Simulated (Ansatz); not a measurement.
# A hypothetical structure for CrCu4Te2S

This structure for CrCu4Te2S is made up. Its elements were placed in a known structure type with a cell scaled to their sizes. What cell does the guess relax to, and how far off was it?

Calculated with Ansatz 0.2.0; DFT, PBEsol, plane-wave PAW, files of the set soft_1, scalar-relativistic, ferromagnetic start, cell and ions relaxed at zero pressure; PAW set soft_1, in the first sound run; inputs show where later runs differ.

### 1. The starting structure

Symmetry: P-6m2, No. 187, hexagonal system. The conventional cell has a = 3.902 Å, b = 3.902 Å, c = 11.255 Å, α = 90.00°, β = 90.00°, γ = 120.00°. Nearest to Te lie 6 Cu at 2.66 to 2.76 Å. Nearest to Cu lie 1 Cu at 2.52 Å and 3 S at 2.58 Å and 3 Te at 2.76 Å. Nearest to Cu lie 3 Cr at 2.63 Å and 3 Te at 2.66 Å and 1 Cu at 2.72 Å. Nearest to Cr lie 6 Cu at 2.63 Å. Nearest to S lie 6 Cu at 2.58 Å. Farther neighbours and most contacts between anions are not listed.

### 2. Relaxation of the guess

The guessed cell has no reason to be at equilibrium. It is relaxed with the atoms, within the space group of the guess.

Input file input.yaml:

```yaml
crystal:
  lattice:
    - [3.902, 0.0, 0.0]
    - [-1.951, 3.379231126, 0.0]
    - [0.0, 0.0, 11.255]
  atoms:
    - { symbol: Te, position: [0.333333333, 0.666666667, 0.7469] }
    - { symbol: Te, position: [0.333333333, 0.666666667, 0.2531] }
    - { symbol: Cu, position: [0.0, 0.0, 0.8882], spin: 0.6 }
    - { symbol: Cu, position: [0.0, 0.0, 0.3793], spin: 0.6 }
    - { symbol: Cu, position: [0.0, 0.0, 0.6207], spin: 0.6 }
    - { symbol: Cu, position: [0.0, 0.0, 0.1118], spin: 0.6 }
    - { symbol: Cr, position: [0.666666667, 0.333333333, 0.5], spin: 3.0 }
    - { symbol: S, position: [0.666666667, 0.333333333, 0.0] }
magnetization:
  spin_polarized: true
kpoints:
  mp_grid: { grid: [8, 8, 3] }
scf:
  occupations: { method: fermi_dirac, width: 0.05 }
hamiltonian:
  xc: pbesol
  pseudopotentials: { kind: paw, azcp: { folder: soft_1 }, xc_functional: pbe }
relax:
  f_tol: 0.015
  max_steps: 70
  cell: {}
output:
  forces: true
  stress: true
```

On the command line:

```console
$ ansatz run input.yaml --threads 4 --pin off --max-ram 10240MiB --backend cpu --events-out ev --progress --plain --runs-dir out
```

Numbers of over 12 decimals in the logs are rounded to 6 here.

What it wrote:

```text
Engine: ansatz 0.2.0, aarch64-unknown-linux-gnu
Pseudopotentials: kind: paw
Pseudopotential: Te, paw, valence charge 16, recommended cutoff 420 eV (normal), soft_1/Te.paw.azcp
Pseudopotential: Cu, paw, valence charge 19, recommended cutoff 420 eV (normal), soft_1/Cu.paw.azcp
Pseudopotential: Cr, paw, valence charge 14, recommended cutoff 420 eV (normal), soft_1/Cr.paw.azcp
Pseudopotential: S, paw, valence charge 6, recommended cutoff 420 eV (normal), soft_1/S.paw.azcp
Functional definition: PBEsol
  exchange = pbesol_x
  correlation = pbesol_c
Crystal: 8 atoms, lattice volume = 148.406 Å³
Basis set: ecut = 420 eV, 2905 PW (Γ), exchange–correlation on 54×54×160 points (8 copies of the dense FFT grid, shifted against one another)
Bands: 81, of which v1, the nominal top of the filled ones, is band 64 counted from 1 (63 counted from 0)
Symmetry: 12 space group operations
Space group: P-6m2 (ITA 187), of the structure as read, at distance tolerance 5.3e-5 Å
Magnetic group: BNS 187.209 (UNI 1439), of the structure as read, at distance tolerance 5.3e-5 Å
k-points: 20 of 192 (time reversal used)
Non-local potential: Te, projectors of the file, l = 0: 2, l = 1: 2, l = 2: 2, l = 3: 1
Non-local potential: Cu, projectors of the file, l = 0: 3, l = 1: 2, l = 2: 3, l = 3: 1
Non-local potential: Cr, projectors of the file, l = 0: 3, l = 1: 2, l = 2: 3, l = 3: 1
Non-local potential: S, projectors of the file, l = 0: 2, l = 1: 2, l = 2: 1
PAW form: soft (Blöchl's): semilocal exchange-correlation on the pseudo side does not see the compensation charge
PAW frozen core: Te, regenerated for the run's functional, and the local potential with it (the file was generated under x = pbe(κ = 0.804, μ = 0.219515), c = pbe(β = 0.066725))
PAW frozen core: Cu, regenerated for the run's functional, and the local potential with it (the file was generated under x = pbe(κ = 0.804, μ = 0.219515), c = pbe(β = 0.066725))
PAW frozen core: Cr, regenerated for the run's functional, and the local potential with it (the file was generated under x = pbe(κ = 0.804, μ = 0.219515), c = pbe(β = 0.066725))
PAW frozen core: S, regenerated for the run's functional, and the local potential with it (the file was generated under x = pbe(κ = 0.804, μ = 0.219515), c = pbe(β = 0.066725))
PAW one-centre angular grid: Te, 590 points (default); XC on 64 Gauss nodes
PAW one-centre angular grid: Cu, 590 points (default); XC on 64 Gauss nodes
PAW one-centre angular grid: Cr, 590 points (default); XC on 64 Gauss nodes
PAW one-centre angular grid: S, 110 points (default); XC on 64 Gauss nodes
Initial density: superposition of atomic densities (chi_scale 0.1, normalization cell, long waves 1 % of neutral atoms (reshape's long-wave potential 1.01 eV rms, cloud 2.44 Å wide))
Starting moments: Σ|m| = 5.4 μB on 5 of 8 sites
Initial wavefunctions: pseudopotential atomic-orbital guess
Functional: x = pbesol(κ = 0.804, μ = 0.123457), c = pbesol(β = 0.046)
SCF iter   1: F=—  HF=-44397.037505 eV  |F-HF|=—  |Δ(HF+E_count)|=         —  Δρ=1.22e-1 (↑1.22e-1 ↓1.05e-1)  dr2=1.51e2  dr2_m=3.23e-1  M=3.537 μB ∫|m|=3.893 μB  β_m=0.30  ethr=3.10e-3  ⟨swp⟩=6.6  Hψ=13121  notcnv=0  defer=63
Mixer restart at iter 1: flushing history
preconditioner: auto → Kerker (q_TF=auto, 2.662 Å⁻¹)  [metal: Δε(μ)=0.024 eV  Ē_g=7.723 eV  σ=0.050 eV  W_gap=0.12  n_scr=50 (ndim 8)  ℏωp=25.1 eV  f_vac=0.004  D(μ)=8.50/eV (n_scr^D=64)]
spin=Collinear: Kerker preconditioning applied to the charge; magnetization (m = ρ↑ − ρ↓) channel mixes plain (no charge-response kernel on spin).
SCF iter   2: F=—  HF=-44394.551348 eV  |F-HF|=—  |Δ(HF+E_count)|=    2.49e0  Δρ=6.06e-2 (↑5.37e-2 ↓6.06e-2)  dr2=1.95e1  dr2_m=1.54e-1  M=3.125 μB ∫|m|=3.771 μB  β_m=0.27  ethr=3.10e-3  ⟨swp⟩=3.6  Hψ=8158  notcnv=0  defer=243
SCF iter   3: F=—  HF=-44391.737919 eV  |F-HF|=—  |Δ(HF+E_count)|=    2.81e0  Δρ=2.07e-2 (↑2.07e-2 ↓2.03e-2)  dr2=2.00e1  dr2_m=2.23e-1  M=3.164 μB ∫|m|=3.997 μB  β_m=0.33  ethr=3.10e-3  ⟨swp⟩=2.0  Hψ=6620  notcnv=0  defer=303
SCF iter   4: F=—  HF=-44391.206588 eV  |F-HF|=—  |Δ(HF+E_count)|=   5.31e-1  Δρ=2.49e-2 (↑2.49e-2 ↓1.97e-2)  dr2=9.66e0  dr2_m=1.41e-1  M=2.975 μB ∫|m|=4.244 μB  β_m=0.31  ethr=3.10e-3  ⟨swp⟩=2.1  Hψ=4633  notcnv=0  defer=279
SCF iter   5: F=—  HF=-44390.764612 eV  |F-HF|=—  |Δ(HF+E_count)|=   4.42e-1  Δρ=1.27e-2 (↑1.27e-2 ↓1.10e-2)  dr2=3.52e0  dr2_m=5.74e-2  M=2.917 μB ∫|m|=4.470 μB  β_m=0.33  ethr=3.10e-3  ⟨swp⟩=2.0  Hψ=4660  notcnv=0  defer=279
SCF iter   6: F=—  HF=-44390.623457 eV  |F-HF|=—  |Δ(HF+E_count)|=   1.41e-1  Δρ=1.16e-2 (↑1.16e-2 ↓6.28e-3)  dr2=4.14e-1  dr2_m=2.58e-2  M=2.910 μB ∫|m|=4.532 μB  β_m=0.67  ethr=2.75e-3  ⟨swp⟩=1.9  Hψ=3941  notcnv=0  defer=295
SCF iter   7: F=—  HF=-44390.580391 eV  |F-HF|=—  |Δ(HF+E_count)|=         —  Δρ=5.40e-3 (↑5.40e-3 ↓4.85e-3)  dr2=1.81e-1  dr2_m=2.23e-3  M=3.028 μB ∫|m|=4.576 μB  β_m=0.67  ethr=3.23e-4  ⟨swp⟩=2.0  Hψ=4617  notcnv=0  defer=328
SCF iter   8: F=—  HF=-44390.564726 eV  |F-HF|=—  |Δ(HF+E_count)|=         —  Δρ=2.45e-3 (↑2.45e-3 ↓1.78e-3)  dr2=3.54e-2  dr2_m=3.50e-4  M=3.018 μB ∫|m|=4.559 μB  β_m=0.67  ethr=1.42e-4  ⟨swp⟩=2.0  Hψ=4034  notcnv=0  defer=324
SCF iter   9: F=—  HF=-44390.566836 eV  |F-HF|=—  |Δ(HF+E_count)|=   2.11e-3  Δρ=1.94e-3 (↑1.94e-3 ↓1.68e-3)  dr2=2.46e-2  dr2_m=1.11e-4  M=3.013 μB ∫|m|=4.561 μB  β_m=0.64  ethr=2.77e-5  ⟨swp⟩=1.1  Hψ=3572  notcnv=0  defer=336
SCF iter  10: F=—  HF=-44390.566546 eV  |F-HF|=—  |Δ(HF+E_count)|=   2.90e-4  Δρ=1.09e-3 (↑8.37e-4 ↓1.09e-3)  dr2=7.32e-3  dr2_m=7.10e-5  M=3.012 μB ∫|m|=4.560 μB  β_m=0.82  ethr=1.92e-5  ⟨swp⟩=1.0  Hψ=3240  notcnv=0  defer=336
SCF iter  11: F=—  HF=-44390.566283 eV  |F-HF|=—  |Δ(HF+E_count)|=   2.63e-4  Δρ=8.00e-4 (↑8.00e-4 ↓6.15e-4)  dr2=4.72e-3  dr2_m=3.15e-5  M=3.022 μB ∫|m|=4.554 μB  β_m=0.69  ethr=5.72e-6  ⟨swp⟩=1.4  Hψ=3260  notcnv=0  defer=336
SCF iter  12: F=—  HF=-44390.566127 eV  |F-HF|=—  |Δ(HF+E_count)|=   1.56e-4  Δρ=3.06e-4 (↑3.06e-4 ↓1.24e-4)  dr2=9.66e-5  dr2_m=4.40e-5  M=3.016 μB ∫|m|=4.547 μB  β_m=0.56  ethr=3.69e-6  ⟨swp⟩=1.1  Hψ=3246  notcnv=0  defer=336
SCF iter  13: F=—  HF=-44390.566129 eV  |F-HF|=—  |Δ(HF+E_count)|=   2.60e-6  Δρ=1.29e-4 (↑1.29e-4 ↓8.19e-5)  dr2=6.32e-5  dr2_m=6.30e-6  M=3.017 μB ∫|m|=4.547 μB  β_m=0.78  ethr=7.55e-8  ⟨swp⟩=2.1  Hψ=5119  notcnv=0  defer=336
SCF iter  14: F=—  HF=-44390.566140 eV  |F-HF|=—  |Δ(HF+E_count)|=   1.03e-5  Δρ=6.07e-5 (↑6.07e-5 ↓4.91e-5)  dr2=2.05e-5  dr2_m=8.54e-7  M=3.016 μB ∫|m|=4.548 μB  β_m=0.81  ethr=4.94e-8  ⟨swp⟩=2.0  Hψ=3988  notcnv=0  defer=336
[...]
iter 1 solved again at ethr=2.53e-7 eV; its pass at ethr=3.10e-3 eV (dr2=3.24e-4 eV) is discarded
SCF iter   1: F=—  HF=-44391.455178 eV  |F-HF|=—  |Δ(HF+E_count)|=         —  Δρ=4.11e-4 (↑4.11e-4 ↓3.85e-4)  dr2=4.13e-5  dr2_m=2.70e-6  M=2.817 μB ∫|m|=4.174 μB  β_m=0.65  ethr=2.53e-7  ⟨swp⟩=4.2  Hψ=23166  notcnv=0
preconditioner: auto → Kerker (q_TF=auto, 2.350 Å⁻¹)  [metal: Δε(μ)=0.002 eV  Ē_g=8.886 eV  σ=0.050 eV  W_gap=0.01  n_scr=36 (ndim 8)  ℏωp=26.2 eV  f_vac=0.020  D(μ)=3.21/eV (n_scr^D=24)]
spin=Collinear: Kerker preconditioning applied to the charge; magnetization (m = ρ↑ − ρ↓) channel mixes plain (no charge-response kernel on spin).
SCF iter   2: F=—  HF=-44391.456273 eV  |F-HF|=—  |Δ(HF+E_count)|=   1.10e-3  Δρ=3.76e-4 (↑3.76e-4 ↓3.24e-4)  dr2=3.38e-4  dr2_m=1.87e-6  M=2.818 μB ∫|m|=4.175 μB  β_m=0.53  ethr=3.23e-8  ⟨swp⟩=2.0  Hψ=5816  notcnv=0
SCF iter   3: F=—  HF=-44391.456352 eV  |F-HF|=—  |Δ(HF+E_count)|=   7.87e-5  Δρ=2.05e-4 (↑2.05e-4 ↓1.65e-4)  dr2=9.27e-5  dr2_m=9.45e-7  M=2.818 μB ∫|m|=4.174 μB  β_m=0.46  ethr=3.23e-8  ⟨swp⟩=2.1  Hψ=5832  notcnv=0
SCF iter   4: F=—  HF=-44391.456378 eV  |F-HF|=—  |Δ(HF+E_count)|=   2.57e-5  Δρ=4.95e-5 (↑4.95e-5 ↓4.03e-5)  dr2=7.12e-6  dr2_m=2.55e-7  M=2.818 μB ∫|m|=4.175 μB  β_m=0.39  ethr=3.23e-8  ⟨swp⟩=2.0  Hψ=5713  notcnv=0
SCF iter   5: F=—  HF=-44391.456423 eV  |F-HF|=—  |Δ(HF+E_count)|=   4.49e-5  Δρ=1.94e-5 (↑1.94e-5 ↓1.26e-5)  dr2=7.86e-7  dr2_m=5.75e-8  M=2.818 μB ∫|m|=4.174 μB  β_m=0.52  ethr=5.56e-9  ⟨swp⟩=2.0  Hψ=3959  notcnv=0
SCF iter   6: F=—  HF=-44391.456424 eV  |F-HF|=—  |Δ(HF+E_count)|=   1.15e-6  Δρ=1.39e-5 (↑1.39e-5 ↓1.27e-5)  dr2=3.58e-7  dr2_m=4.37e-9  M=2.818 μB ∫|m|=4.174 μB  β_m=0.76  ethr=6.14e-10  ⟨swp⟩=2.0  Hψ=5726  notcnv=0
SCF iter   7: F=—  HF=-44391.456425 eV  |F-HF|=—  |Δ(HF+E_count)|=   1.42e-6  Δρ=6.02e-6 (↑6.02e-6 ↓4.42e-6)  dr2=3.35e-7  dr2_m=1.01e-9  M=2.818 μB ∫|m|=4.174 μB  β_m=0.88  ethr=2.79e-10  ⟨swp⟩=2.0  Hψ=4785  notcnv=0
SCF iter   8: F=—  HF=-44391.456425 eV  |F-HF|=—  |Δ(HF+E_count)|=   2.19e-8  Δρ=8.24e-6 (↑8.24e-6 ↓6.29e-6)  dr2=3.23e-7  dr2_m=1.44e-9  M=2.818 μB ∫|m|=4.174 μB  β_m=0.72  ethr=2.62e-10  ⟨swp⟩=1.9  Hψ=3619  notcnv=0
SCF iter   9: F=—  HF=-44391.456425 eV  |F-HF|=—  |Δ(HF+E_count)|=   2.85e-8  Δρ=1.16e-6 (↑1.16e-6 ↓6.65e-7)  dr2=1.25e-8  dr2_m=2.38e-10  M=2.818 μB ∫|m|=4.174 μB  β_m=0.66  ethr=2.52e-10  ⟨swp⟩=2.0  Hψ=3528  notcnv=0
SCF iter  10: F=—  HF=-44391.456425 eV  |F-HF|=—  |Δ(HF+E_count)|=   2.49e-9  Δρ=1.04e-6 (↑1.04e-6 ↓3.18e-7)  dr2=2.23e-9  dr2_m=2.86e-10  M=2.818 μB ∫|m|=4.174 μB  β_m=0.83  ethr=9.77e-12  ⟨swp⟩=2.3  Hψ=5411  notcnv=0
SCF iter  11: F=—  HF=-44391.456425 eV  |F-HF|=—  |Δ(HF+E_count)|=   1.65e-8  Δρ=9.40e-7 (↑9.40e-7 ↓6.70e-7)  dr2=2.36e-9  dr2_m=8.26e-11  M=2.818 μB ∫|m|=4.174 μB  β_m=0.65  ethr=1.74e-12  ⟨swp⟩=2.6  Hψ=5548  notcnv=0
SCF iter  12: F=—  HF=-44391.456425 eV  |F-HF|=—  |Δ(HF+E_count)|=  8.73e-11  Δρ=1.61e-7 (↑1.55e-7 ↓1.61e-7)  dr2=1.33e-10  dr2_m=5.40e-12  M=2.818 μB ∫|m|=4.174 μB  β_m=0.77  ethr=1.74e-12  ⟨swp⟩=2.0  Hψ=3829  notcnv=0
SCF iter  13: F=—  HF=-44391.456425 eV  |F-HF|=—  |Δ(HF+E_count)|=  2.91e-11  Δρ=8.60e-8 (↑8.60e-8 ↓7.26e-8)  dr2=3.47e-11  dr2_m=1.39e-12  M=2.818 μB ∫|m|=4.174 μB  β_m=0.88  ethr=1.00e-12  ⟨swp⟩=1.0  Hψ=3240  notcnv=0
SCF iter  14: F=—  HF=-44391.456425 eV  |F-HF|=—  |Δ(HF+E_count)|=  2.18e-11  Δρ=7.59e-8 (↑7.59e-8 ↓6.07e-8)  dr2=1.84e-11  dr2_m=5.89e-13  M=2.818 μB ∫|m|=4.174 μB  β_m=0.63  ethr=1.00e-12  ⟨swp⟩=1.0  Hψ=3240  notcnv=0
SCF iter  15: F=-44391.456425 eV  HF=-44391.456425 eV  |F-HF|=2.91e-11  |Δ(HF+E_count)|=  7.28e-12  Δρ=9.25e-8 (↑9.25e-8 ↓4.66e-8)  dr2=3.93e-11  dr2_m=1.07e-12  M=2.818 μB ∫|m|=4.174 μB  ethr=1.00e-12  ⟨swp⟩=3.0  Hψ=8316  notcnv=0
SCF 6 converged in 15 iterations: F = -44391.456425 eV  dr2 = 3.93e-11
relax step   6: F+E_penalty+E_count = -44391.45642525 eV  Δ(F+E_penalty+E_count) = +4.736e-3 eV  max|allowed force component| = 1.264e-2 eV/Å  Δτ_max = 0.0000 Å  P = -0.025 GPa  Ω = 136.135 Å³  stress off target by 4.64e-2 GPa  SCF on the basis re-selected at this cell (its energy is not comparable with the rows above)  (15 SCF iters)
basis re-selected at this cell: Δ(F+E_penalty+E_count) = +4.736e-3 eV, ΔP = -0.007 GPa vs the last step (what re-selecting the basis moved, of the pressure what is left beyond the Pulay correction that the steps carried, after the strain that the cell walked since its last selection, with what the two solves' SCF thresholds leave and, on support functions, any second-order correction that the steps lacked; it is no measure of the basis error at this ecutwfc). The dense FFT grid was sized anew with the basis: this SCF ran on 27×27×72 points, the steps before it on 27×27×80, so part of this shift can come from that change (see relax.cell in the input reference). [rest of the remark cut]
SCF converged after 15 iterations
Magnetization: 2.8179 μB (65.4090 up, 62.5910 down)
Absolute magnetization: 4.2062 μB (∫|ρ↑−ρ↓|, with the PAW one-centre terms)
Spin contamination: 0.5745 ħ² per cell (⟨S²⟩ above its minimum at these occupations)
Per-site moments (μB) at R_I (Å): [(-0.074812, 1.028970), (-0.074812, 1.028970), (-0.083319, 0.963445), (-0.000245355, 0.995300), (-0.000245355, 0.995300), (-0.083319, 0.963445), (3.087884, 1.067660), (-0.105099, 1.060330)]
Free energy (F): -44391.456425 eV
Harris-Foulkes:  -44391.456425 eV  (|F-HF|=2.91e-11)
Internal energy: -44391.429797 eV  (E = F + TS)
E sigma→0 (E₀):  -44391.443111 eV
Entropy (-TS):   -0.026628 eV (-3.329 meV/atom)
Fermi energy:    12.966527 eV
--- Per-component energies (eV) ---
  E_band       = -2330.012335
  E_kinetic    = 1801.715396
  E_local      = -27130.400714  (includes V_loc(G=0)·N_el)
  E_nonlocal   = 3796.655835
  E_hartree    = 12018.885843
  E_xc         = -719.223834
  E_vxc        = -787.505530  (∫ρ·V_xc dr)
  E_paw        = -18095.920867  (= ΣΔE_a)
  E_vpaw       = -4048.253746  (= ΣTr[D̂ρ^β])
  E_aug_tail   = 0.004681  (compensation charges beyond the density's cutoff)
  E_ewald      = -16064.942519
  E_core_change = 1.796382  (= ΣΔE_core)
  E_smearing   = -0.026628  (= −TS)
  E_closure    = -0.000000  (closes the sum)
  Σ components = -44391.456425   (vs F -44391.456425, Δ=0.00e0)
--- Forces (eV/Å), atoms counted from 1 ---
  atom   1  Te     0.00000000     0.00000000     0.01161041
  atom   2  Te     0.00000000    -0.00000000    -0.01161041
  atom   3  Cu    -0.00000000    -0.00000000    -0.01264115
  atom   4  Cu     0.00000000     0.00000000     0.01176389
  atom   5  Cu     0.00000000     0.00000000    -0.01176389
  atom   6  Cu     0.00000000    -0.00000000     0.01264115
  atom   7  Cr    -0.00000000     0.00000000    -0.00000000
  atom   8  S     -0.00000000    -0.00000000    -0.00000000
  max |Σ_I F_I| component: 5.91e-17 eV/Å
--- Stress (GPa, compression-positive) ---
       -0.046350      -0.000000       0.000000
        0.000000      -0.046350      -0.000000
       -0.000000      -0.000000       0.017397
  P = ⅓ Tr σ = -0.0251 GPa (-0.251 kbar)
--- Relaxed structure (5 steps of the walk, 5 accepted, 1 SCFs on fresh bases) ---
  F+E_penalty+E_count = -44391.45642525 eV   max|allowed force component| = 1.264e-2 eV/Å   (the final SCF, on the basis selected at the relaxed cell)
  cell:  # Å, volume = 136.1353 Å³
    - [3.966232, 3.565569496085756e-18, 6.909026747054451e-18]
    - [-1.983116, 3.434857, -3.454513373527223e-18]
    - [1.992852281730253e-17, 0, 9.992728]
  atoms:
    - { symbol: Te, position: [0.333333, 0.666667, 0.719733] }
    - { symbol: Te, position: [0.333333, 0.666667, 0.280267] }
    - { symbol: Cu, position: [2.703953200020724e-19, 0, 0.883134] }
    - { symbol: Cu, position: [0, 0, 0.379270] }
    - { symbol: Cu, position: [0, 0, 0.620730] }
    - { symbol: Cu, position: [-2.7039532000206817e-19, 0, 0.116866] }
    - { symbol: Cr, position: [0.666667, 0.333333, 0.5] }
    - { symbol: S, position: [0.666667, 0.333333, 3.8532285117210274e-19] }
```

Run time: 2.2 min. Hardware: 4 threads of Arm Neoverse V1, shared host; peak memory 0.79 GiB.

Step by step:

| step | energy less that of the first step (eV) | largest force component (eV/Å) | pressure (GPa) | volume (Å³) |
| --- | --- | --- | --- | --- |
| 1 | 0.0000 | 0.8502 | -6.78 | 148.41 |
| 2 | -0.5988 | 0.5772 | -1.59 | 138.02 |
| 3 | -0.8388 | 0.5129 | 1.18 | 134.57 |
| 4 | -0.8875 | 0.1241 | 1.01 | 134.68 |
| 5 | -0.8950 | 0.0127 | -0.02 | 136.14 |
| 6* | -0.8903 | 0.0126 | -0.03 | 136.14 |

Relaxation steps marked * repeat the geometry before them on a plane-wave basis chosen anew for their cell, so energy and pressure can jump there.

The run keeps the 12 symmetry operations that it works with, so distortions that break them were not tested.

| conventional cell, symmetrised | before | after | change |
| --- | --- | --- | --- |
| a (Å) | 3.902 | 3.966 | +1.6 % |
| b (Å) | 3.902 | 3.966 | +1.6 % |
| c (Å) | 11.255 | 9.993 | -11.2 % |
| volume (Å³/atom) | 18.55 | 17.02 | -8.3 % |

The atoms that moved most (Å, as changes of fractional coordinates times the final cell):

| atom | dx | dy | dz | length |
| --- | --- | --- | --- | --- |
| Te2 | 0.000 | 0.000 | 0.271 | 0.271 |
| Te1 | 0.000 | 0.000 | -0.271 | 0.271 |
| Cu3 | 0.000 | 0.000 | -0.051 | 0.051 |
| Cu6 | 0.000 | 0.000 | 0.051 | 0.051 |

This step gave:

```yaml
free_energy: -44391.4564 eV
energy_at_zero_smearing: -44391.4431 eV
smearing_term_ts: 0.02663 eV
fermi_energy: 12.97 eV
magnetization: 2.818 μB
absolute_magnetization: 4.206 μB
site_moments: -0.07481, -0.07481, -0.08332, -2.45e-4, -2.45e-4, -0.08332, 3.088, -0.1051 μB
electrons: 128
symmetry_operations: 12
pressure: -0.02510 GPa
```

Site moment by atom:

| atom | site moment (μB) |
| --- | --- |
| Te1 | -0.07 |
| Te2 | -0.07 |
| Cu3 | -0.08 |
| Cu4 | 0.00 |
| Cu5 | 0.00 |
| Cu6 | -0.08 |
| Cr7 | 3.09 |
| S8 | -0.11 |

Shortest distances by pair of elements, guess and relaxed (not always the same contact):

| pair | guess (Å) | relaxed (Å) |
| --- | --- | --- |
| Cu–Cu | 2.517 | 2.336 |
| Cu–Te | 2.663 | 2.494 |
| Cu–S | 2.580 | 2.570 |
| Cr–Cu | 2.631 | 2.588 |
| Cr–Te | 3.577 | 3.173 |

The relaxation ends with a largest force component of 0.013 eV/Å and a pressure of -0.03 GPa.

(Part 1 of 2 ends here.)

[Logs are printed without paths, hosts, clocks, repeated set-up lines and the standing remarks that a program may print on its own settings, such as how far it seeks lower states.]

[Hosts, paths, dates, database ids (printed as entryN), source tags and the programs' standing remarks are cut or masked in the printed files.]
